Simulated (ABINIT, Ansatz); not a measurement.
# Ba2CaMoO6 (Fm-3m): G0W0 on several meshes in ABINIT

How does the mesh move the gap of Ba2CaMoO6 (Fm-3m)?

Calculated with ABINIT 10.8.3; LDA and many-body steps on it, plane waves.

### 1. The starting structure

Symmetry: Fm-3m, No. 225, cubic system. Conventional cell: a = 8.380 Å, b = 8.380 Å, c = 8.380 Å, α = 90.00°, β = 90.00°, γ = 90.00°. Ba has 12 O at 2.97 Å nearest. Nearest to Ca lie 6 O at 2.28 Å. Nearest to Mo lie 6 O at 1.91 Å. Nearest to O lie 1 Mo at 1.91 Å and 1 Ca at 2.28 Å and 4 Ba at 2.97 Å. Farther neighbours and most contacts between anions are not listed.

The cell and positions come from the Crystallography Open Database and are kept as given unless a step says otherwise. Spin-orbit coupling is left out unless a step names it.

### 2. Empty states on the mesh, 2×2×2 mesh, 525 bands

This step: ABINIT 10.8.3; DFT, LDA, plane waves, norm-conserving pseudopotentials.

The sums over transitions need many empty states on a uniform mesh; this step solves for them.

run.abi

```
acell 3*1.0 Angstrom
rprim 
  -0.000000000000 4.190056500000 4.190056500000
  4.190056500000 -0.000000000000 4.190056500000
  4.190056500000 4.190056500000 -0.000000000000
ntypat 4
znucl 56 20 42 8
natom 10
typat 1 1 2 3 4 4 4 4 4 4
xred 
  0.250000000000 0.250000000000 0.250000000000
  0.750000000000 0.750000000000 0.750000000000
  0.000000000000 0.000000000000 0.000000000000
  0.500000000000 0.500000000000 0.500000000000
  0.728140000000 0.271860000000 0.271860000000
  0.271860000000 0.728140000000 0.271860000000
  0.271860000000 0.728140000000 0.728140000000
  0.728140000000 0.271860000000 0.728140000000
  0.271860000000 0.271860000000 0.728140000000
  0.728140000000 0.728140000000 0.271860000000
pp_dirpath "pseudos"
pseudos "Ba.upf, Ca.upf, Mo.upf, O.upf"
ecut 36
ngkpt 2 2 2
nshiftk 1
shiftk 0 0 0
kptopt 1
chksymbreak 0
iscf -2
irdden 1
istwfk *1
nband 525
nbdbuf 46
tolwfr 1e-09
nstep 60
prtvol 0
indata_prefix "in"
outdata_prefix "out"
tmpdata_prefix "tmp"
```

Started as:

```console
$ OMP_NUM_THREADS=1 mpirun -n 3 abinit run.abi > log
```

Numbers of over 12 decimals in the logs are rounded to 6 here.

What it wrote:

```text
.Version 10.8.3 of ABINIT. v10.8.2 released Aug 2026.

 Symmetries : space group Fm -3 m (#225); Bravais cF (face-center cubic)
[... echo of the input left out ...]
== DATASET  1 ==================================================================
-   mpi_nproc: 3, omp_nthreads: 1 (-1 if OMP is not activated)

--- !DatasetInfo
iteration_state: {dtset: 1, }
dimensions: {natom: 10, nkpt: 3, mband: 525, nsppol: 1, nspinor: 1, nspden: 1, mpw: 10272, }
cutoff_energies: {ecut:  36.0, pawecutdg:  -1.0, }
[...]
4.35850    4.36774    4.38425    4.38425    4.38425    4.38453    4.38453    4.38453
   4.39440    4.39440    4.41826    4.44276    4.44282    4.44319    4.47155    4.47301
   4.48604    4.48795    4.48987    4.49084    4.49359
 prteigrs : prtvol=0 or 1, do not print more k-points.

== END DATASET(S) ==============================================================
================================================================================

 -outvars: echo values of variables after computation  --------
            nband         525
             nkpt           3
          spgroup         225
 [... the other variables as echoed above ...]

 Calculation completed.
```

Run time: 8.7 min. Hardware: 3 MPI ranks of Arm Neoverse V1, shared host; peak memory 0.6 GiB; 26 min of CPU time.

This step gave:

```yaml
gap: 2.125 eV
k_of_the_valence_top: 0, 0, 0
k_of_the_conduction_bottom: 0.5, 0.5, 0
least_direct_gap: 2.190 eV
k_points_computed: 3
lowest_point_of_the_top_converged_band_above_the_valence_top: 109.1068 eV
```

On this mesh the gap is 2.125 eV.

The density comes from a self-consistent run that is not shown.

### 3. Screening, 2×2×2 mesh, 219 bands, screening to 141.5 eV

The RPA dielectric matrix is built and inverted for each q.

This step: RPA screening on LDA, plane waves, norm-conserving pseudopotentials.

run.abi, as its differences from that of step 2:

```diff
@@ -28,10 +28,11 @@
 chksymbreak 0
-iscf -2
-irdden 1
 istwfk *1
-nband 525
-nbdbuf 46
-tolwfr 1e-09
-nstep 60
-prtvol 0
+occopt 1
+irdwfk 1
+optdriver 3
+nband 219
+ecuteps 5.2
+inclvkb 2
+awtr 1
+symchi 1
 indata_prefix "in"
```

Started as:

```console
$ OMP_NUM_THREADS=1 mpirun -n 4 abinit run.abi > log
```

What it wrote:

```text
.Version 10.8.3 of ABINIT. v10.8.2 released Aug 2026.

 Symmetries : space group Fm -3 m (#225); Bravais cF (face-center cubic)
[... echo of the input left out ...]
== DATASET  1 ==================================================================
-   mpi_nproc: 4, omp_nthreads: 1 (-1 if OMP is not activated)

--- !DatasetInfo
iteration_state: {dtset: 1, }
dimensions: {natom: 10, nkpt: 3, mband: 219, nsppol: 1, nspinor: 1, nspden: 1, mpw: 10272, }
cutoff_energies: {ecut:  36.0, pawecutdg:  -1.0, }
electrons: {nelect:   8.00000000E+01, charge:   0.00000000E+00, occopt:   1.00000000E+00, tsmear:   1.00000000E-02, }

 SCREENING: Calculation of the susceptibility and dielectric matrices

 Based on a program developped by R.W. Godby, V. Olevano, G. Onida, and L. Reining.
 Incorporated in ABINIT by V. Olevano, G.-M. Rignanese, and M. Torrent.
.Using double precision arithmetic ; gwpc =  8

[... cell and pseudopotentials left out ...]
--------------------------------------------------------------------------------

 ==== K-mesh for the wavefunctions ====
 Number of points in the irreducible wedge :     3
[... list of points left out ...]
 Together with 48 symmetry operations and time-reversal symmetry
 yields     8 points in the full Brillouin Zone.

 ==== Q-mesh for the screening function ====
 Number of points in the irreducible wedge :     3
[... list of points left out ...]
 Together with 48 symmetry operations and time-reversal symmetry
 yields     8 points in the full Brillouin Zone.

 setmesh: FFT mesh size selected  =    45x   45x   45
          total number of points  =        91125

 vcoul_init : cutoff-mode = AUXILIARY_FUNCTION
 q-points for optical limit:   1
     1)      0.000010    0.000020    0.000030

- screening: taking advantage of time-reversal symmetry
- Maximum band index for partially occupied states nbvw = 40
- Remaining bands to be divided among processors   nbcw = 179
- Number of bands treated by each node ~44

 Number of electrons calculated from density =   80.0000; Expected =   80.0000
 average of density, n =  0.080576
 r_s =    1.4363
 omega_plasma =   27.3815 [eV]

 calculating chi0 at frequencies [eV] :
  1    0.000000E+00    0.000000E+00
  2    0.000000E+00    2.738152E+01

--------------------------------------------------------------------------------
  q-point number  1        q = ( 0.000000, 0.000000, 0.000000) [r.l.u.]
--------------------------------------------------------------------------------
[... chi0 elements left out ...]
 For q-point:  0.000010 0.000020 0.000030
  dielectric constant =   5.2802
  dielectric constant without local fields =   6.4579

  Average fulfillment of the sum rule on Im[epsilon] for q-point    1 :     64.74  [%]
[... wings left out ...]
  q-point number  2        q = ( 0.500000, 0.000000, 0.000000) [r.l.u.]
--------------------------------------------------------------------------------
[... chi0 elements left out ...]
  Average fulfillment of the sum rule on Im[epsilon] for q-point    2 :     69.86  [%]

 [... 1 further q-points ...]
```

Run time: 1.8 min. Hardware: 4 MPI ranks; peak memory 2.5 GiB.

This step gave:

```yaml
eps_infinity_with_local_fields_on_this_mesh_along_the_program_s_q_direction: 5.280
the_same_without_local_fields: 6.458
plasma_frequency: 27.38 eV
plane_waves_in_the_screening_matrix: 537
```

Local fields lower ε∞ by 18 %. On a Γ-centred mesh this coarse the value itself is usually too large, while a short band sum pulls it down.

### 4. 2×2×2

The self-energy is evaluated for the states that the input lists, and the levels follow from it, in one-shot runs by the linearised quasiparticle equation.

This step: G0W0 on LDA, plane waves, norm-conserving pseudopotentials.

run.abi, as its differences from that of step 3:

```diff
@@ -31,8 +31,17 @@
 irdwfk 1
-optdriver 3
+optdriver 4
 nband 219
+gwcalctyp 0
+ecutsigx 36
+symsigma 1
+nkptgw 2
+kptgw 
+  0.0000000000 0.0000000000 0.0000000000
+  0.5000000000 0.5000000000 0.0000000000
+bdgw 
+  38 43
+  38 43
 ecuteps 5.2
-inclvkb 2
-awtr 1
-symchi 1
+irdscr 1
+ppmodel 1
 indata_prefix "in"
```

What it wrote:

```text
.Version 10.8.3 of ABINIT. v10.8.2 released Aug 2026.

 Symmetries : space group Fm -3 m (#225); Bravais cF (face-center cubic)
[... echo of the input left out ...]
== DATASET  1 ==================================================================
-   mpi_nproc: 4, omp_nthreads: 1 (-1 if OMP is not activated)

--- !DatasetInfo
iteration_state: {dtset: 1, }
dimensions: {natom: 10, nkpt: 3, mband: 219, nsppol: 1, nspinor: 1, nspden: 1, mpw: 10272, }
cutoff_energies: {ecut:  36.0, pawecutdg:  -1.0, }
electrons: {nelect:   8.00000000E+01, charge:   0.00000000E+00, occopt:   1.00000000E+00, tsmear:   1.00000000E-02, }

 SIGMA: Calculation of the GW corrections

 Based on a program developped by R.W. Godby, V. Olevano, G. Onida, and L. Reining.
 Incorporated in ABINIT by V. Olevano, G.-M. Rignanese, and M. Torrent.
.Using double precision arithmetic ; gwpc =  8

[... cell and pseudopotentials left out ...]
--------------------------------------------------------------------------------

 ==== K-mesh for the wavefunctions ====
 Number of points in the irreducible wedge :     3
[... list of points left out ...]
 Together with 48 symmetry operations and time-reversal symmetry
 yields     8 points in the full Brillouin Zone.

 ==== Q-mesh for screening function ====
 Number of points in the irreducible wedge :     3
[... list of points left out ...]
 Together with 48 symmetry operations and time-reversal symmetry
 yields     8 points in the full Brillouin Zone.

 vcoul_init : cutoff-mode = AUXILIARY_FUNCTION
 q-points for optical limit:   1
     1)      0.000010    0.000020    0.000030
 setmesh: FFT mesh size selected  =    64x   64x   64
          total number of points  =       262144

 Number of electrons calculated from density =   80.0000; Expected =   80.0000
 average of density, n =  0.080576
 r_s =    1.4363
 omega_plasma =   27.3815 [eV]

 === KS Band Gaps ===
  >>>> For spin  1
   Minimum direct gap =   2.1900 [eV], located at k-point      :   0.5000  0.5000  0.0000
   Fundamental gap    =   2.1254 [eV], Top of valence bands at :   0.0000  0.0000  0.0000
                                       Bottom of conduction at :   0.5000  0.5000  0.0000
 SIGMA fundamental parameters:
 PLASMON POLE MODEL  1
 number of plane-waves for SigmaX                10177
 number of plane-waves for SigmaC and W            537
 number of plane-waves for wavefunctions         10177
 number of bands                                   219
 number of independent spin polarizations            1
 number of spinorial components                      1
 number of k-points in IBZ                           3
 number of q-points in IBZ                           3
 number of symmetry operations                      48
 number of k-points in BZ                            8
 number of q-points in BZ                            8
 number of frequencies for dSigma/dE                 9
 frequency step for dSigma/dE [eV]                0.25
 number of omega for Sigma on real axis              0
 max omega for Sigma on real axis  [eV]           0.00
 zcut for avoiding poles [eV]                     0.10

 EPSILON^-1 parameters (SCR file):
 dimension of the eps^-1 matrix on file            537
 dimension of the eps^-1 matrix used               537
 number of plane-waves for wavefunctions         10177
 number of bands                                   219
 number of q-points in IBZ                           3
 number of frequencies                               2
 number of real frequencies                          1
 number of imag frequencies                          1

 matrix elements of self-energy operator (all in [eV])

 Perturbative Calculation

--- !SelfEnergy_ee
iteration_state: {dtset: 1, }
kpoint     : [   0.000,    0.000,    0.000, ]
spin       : 1
KS_gap     :    2.520
QP_gap     :    4.128
Delta_QP_KS:    1.608
data: !SigmaeeData |
     Band     E0 <VxcDFT>   SigX SigC(E0)      Z dSigC/dE  Sig(E)    E-E0       E
       38   5.663 -19.542 -24.189   4.748   0.769  -0.300 -19.464   0.078   5.741
       39   5.663 -19.542 -24.189   4.748   0.769  -0.300 -19.464   0.078   5.741
       40   5.663 -19.542 -24.189   4.748   0.769  -0.300 -19.464   0.078   5.741
       41   8.183 -17.434 -12.160  -3.191   0.809  -0.236 -15.749   1.686   9.868
       42   8.183 -17.434 -12.160  -3.191   0.809  -0.236 -15.749   1.686   9.868
       43   8.183 -17.434 -12.160  -3.191   0.809  -0.236 -15.749   1.686   9.868

--- !SelfEnergy_ee
iteration_state: {dtset: 1, }
kpoint     : [   0.500,    0.500,    0.000, ]
spin       : 1
KS_gap     :    2.190
QP_gap     :    3.779
Delta_QP_KS:    1.589
data: !SigmaeeData |
     Band     E0 <VxcDFT>   SigX SigC(E0)      Z dSigC/dE  Sig(E)    E-E0       E
[...]
41   7.788 -16.723 -11.112  -3.572   0.814  -0.229 -15.063   1.660   9.448
       42   8.987 -19.494 -13.929  -3.270   0.801  -0.248 -17.655   1.839  10.826
       43   8.987 -19.494 -13.929  -3.270   0.801  -0.248 -17.655   1.839  10.826

== END DATASET(S) ==============================================================
================================================================================

 -outvars: echo values of variables after computation  --------
           etotal      0.0000000000E+00
            nband         219
             nkpt           3
          spgroup         225
 [... the other variables as echoed above ...]

 Calculation completed.
```

It took 39 s on 4 MPI ranks; peak memory 1.9 GiB.

This step gave:

- G0W0 gap on the points computed: 3.707 eV
- starting gap on the mesh: 2.125 eV
- k of the valence top: 0, 0, 0
- k of the conduction bottom: 0.5, 0.5, 0
- Z at the valence top: 0.769
- Z at the conduction bottom: 0.814
- least direct G0W0 gap on the computed points: 3.779 eV

The gap on the mesh goes from 2.13 eV to 3.71 eV, a correction of +1.58 eV.

### 5. Empty states on the mesh, 4×4×4 mesh, 239 bands

This step: DFT, LDA, plane waves, norm-conserving pseudopotentials.

run.abi, as its differences from that of step 4:

```diff
@@ -23,3 +23,3 @@
 ecut 36
-ngkpt 2 2 2
+ngkpt 4 4 4
 nshiftk 1
@@ -28,20 +28,10 @@
 chksymbreak 0
+iscf -2
+irdden 1
 istwfk *1
-occopt 1
-irdwfk 1
-optdriver 4
-nband 219
-gwcalctyp 0
-ecutsigx 36
-symsigma 1
-nkptgw 2
-kptgw 
-  0.0000000000 0.0000000000 0.0000000000
-  0.5000000000 0.5000000000 0.0000000000
-bdgw 
-  38 43
-  38 43
-ecuteps 5.2
-irdscr 1
-ppmodel 1
+nband 239
+nbdbuf 20
+tolwfr 1e-09
+nstep 60
+prtvol 0
 indata_prefix "in"
```

What it wrote:

```text
.Version 10.8.3 of ABINIT. v10.8.2 released Aug 2026.

 Symmetries : space group Fm -3 m (#225); Bravais cF (face-center cubic)
[... echo of the input left out ...]
== DATASET  1 ==================================================================
-   mpi_nproc: 4, omp_nthreads: 1 (-1 if OMP is not activated)

--- !DatasetInfo
iteration_state: {dtset: 1, }
dimensions: {natom: 10, nkpt: 8, mband: 239, nsppol: 1, nspinor: 1, nspden: 1, mpw: 10284, }
cutoff_energies: {ecut:  36.0, pawecutdg:  -1.0, }
[...]
2.31166    2.31183    2.33424    2.33424    2.33424    2.34832    2.34832    2.34832
   2.35134    2.35134    2.35134    2.42285    2.47716    2.47717    2.47776    2.49378
   2.49379    2.49452    2.50627    2.50695    2.50792    2.50818    2.51715
 prteigrs : prtvol=0 or 1, do not print more k-points.

== END DATASET(S) ==============================================================
================================================================================

 -outvars: echo values of variables after computation  --------
            nband         239
             nkpt           8
          spgroup         225
 [... the other variables as echoed above ...]

 Calculation completed.
```

The job ended after 4.5 min (4 MPI ranks; peak memory 0.72 GiB; 18 min of CPU time).

This step gave:

| Property | Result |
| --- | --- |
| gap | 2.125 eV |
| k of the valence top | 0, 0, 0 |
| k of the conduction bottom | 0.5, 0.5, 0 |
| least direct gap | 2.190 eV |
| k points computed | 8 |
| lowest point of the top converged band, above the valence top | 56.5736 eV |

On this mesh the gap is 2.125 eV.

### 6. Screening, 4×4×4 mesh, 219 bands, screening to 141.5 eV

This step: RPA screening on LDA, plane waves, norm-conserving pseudopotentials.

run.abi, as its differences from that of step 5:

```diff
@@ -28,10 +28,11 @@
 chksymbreak 0
-iscf -2
-irdden 1
 istwfk *1
-nband 239
-nbdbuf 20
-tolwfr 1e-09
-nstep 60
-prtvol 0
+occopt 1
+irdwfk 1
+optdriver 3
+nband 219
+ecuteps 5.2
+inclvkb 2
+awtr 1
+symchi 1
 indata_prefix "in"
```

What it wrote:

```text
.Version 10.8.3 of ABINIT. v10.8.2 released Aug 2026.

 Symmetries : space group Fm -3 m (#225); Bravais cF (face-center cubic)
[... echo of the input left out ...]
== DATASET  1 ==================================================================
-   mpi_nproc: 4, omp_nthreads: 1 (-1 if OMP is not activated)

--- !DatasetInfo
iteration_state: {dtset: 1, }
dimensions: {natom: 10, nkpt: 8, mband: 219, nsppol: 1, nspinor: 1, nspden: 1, mpw: 10284, }
cutoff_energies: {ecut:  36.0, pawecutdg:  -1.0, }
electrons: {nelect:   8.00000000E+01, charge:   0.00000000E+00, occopt:   1.00000000E+00, tsmear:   1.00000000E-02, }

 SCREENING: Calculation of the susceptibility and dielectric matrices

 Based on a program developped by R.W. Godby, V. Olevano, G. Onida, and L. Reining.
 Incorporated in ABINIT by V. Olevano, G.-M. Rignanese, and M. Torrent.
.Using double precision arithmetic ; gwpc =  8

[... cell and pseudopotentials left out ...]
--------------------------------------------------------------------------------

 ==== K-mesh for the wavefunctions ====
 Number of points in the irreducible wedge :     8
[... list of points left out ...]
 Together with 48 symmetry operations and time-reversal symmetry
 yields    64 points in the full Brillouin Zone.

 ==== Q-mesh for the screening function ====
 Number of points in the irreducible wedge :     8
[... list of points left out ...]
 Together with 48 symmetry operations and time-reversal symmetry
 yields    64 points in the full Brillouin Zone.

 setmesh: FFT mesh size selected  =    45x   45x   45
          total number of points  =        91125

 vcoul_init : cutoff-mode = AUXILIARY_FUNCTION
 q-points for optical limit:   1
     1)      0.000010    0.000020    0.000030

- screening: taking advantage of time-reversal symmetry
- Maximum band index for partially occupied states nbvw = 40
- Remaining bands to be divided among processors   nbcw = 179
- Number of bands treated by each node ~44

 Number of electrons calculated from density =   80.0000; Expected =   80.0000
 average of density, n =  0.080576
 r_s =    1.4363
 omega_plasma =   27.3815 [eV]

 calculating chi0 at frequencies [eV] :
  1    0.000000E+00    0.000000E+00
  2    0.000000E+00    2.738152E+01

--------------------------------------------------------------------------------
  q-point number  1        q = ( 0.000000, 0.000000, 0.000000) [r.l.u.]
--------------------------------------------------------------------------------
[... chi0 elements left out ...]
 For q-point:  0.000010 0.000020 0.000030
  dielectric constant =   4.6685
  dielectric constant without local fields =   5.7486

  Average fulfillment of the sum rule on Im[epsilon] for q-point    1 :     64.77  [%]
[... wings left out ...]
  q-point number  2        q = ( 0.250000, 0.000000, 0.000000) [r.l.u.]
--------------------------------------------------------------------------------
[... chi0 elements left out ...]
  Average fulfillment of the sum rule on Im[epsilon] for q-point    2 :     74.10  [%]

 [... 6 further q-points ...]
```

It took 16 min on 4 MPI ranks; peak memory 5.2 GiB.

Numbers from this step:

- ε∞ with local fields, on this mesh, along the program's q direction: 4.668
- the same without local fields: 5.749
- plasma frequency: 27.38 eV
- plane waves in the screening matrix: 537

(Continued in part 2 of 2.)

[Paths, hosts, dates, memory and timing lines, banners, echoed tables and standing remarks are left out of the program output.]

[Logs are printed without paths, hosts, clocks, repeated set-up lines and the standing remarks that a program may print on its own settings, such as how far it seeks lower states.]

[Runs of the session that timed out or met a known fault of the program may be left out.]

[Hosts, paths, dates, database ids (printed as entryN), source tags and the programs' standing remarks are cut or masked in the printed files.]

[G0W0 gaps are taken among the corrected bands and points alone; a level outside them can change the order at an edge.]

[Where Ansatz stands beside ABINIT at settings called matched, ABINIT's density can come from a denser mesh and the files from another edition; pairs whose starting gaps differed by over 0.03 eV were left out, so agreement reads better than it is.]
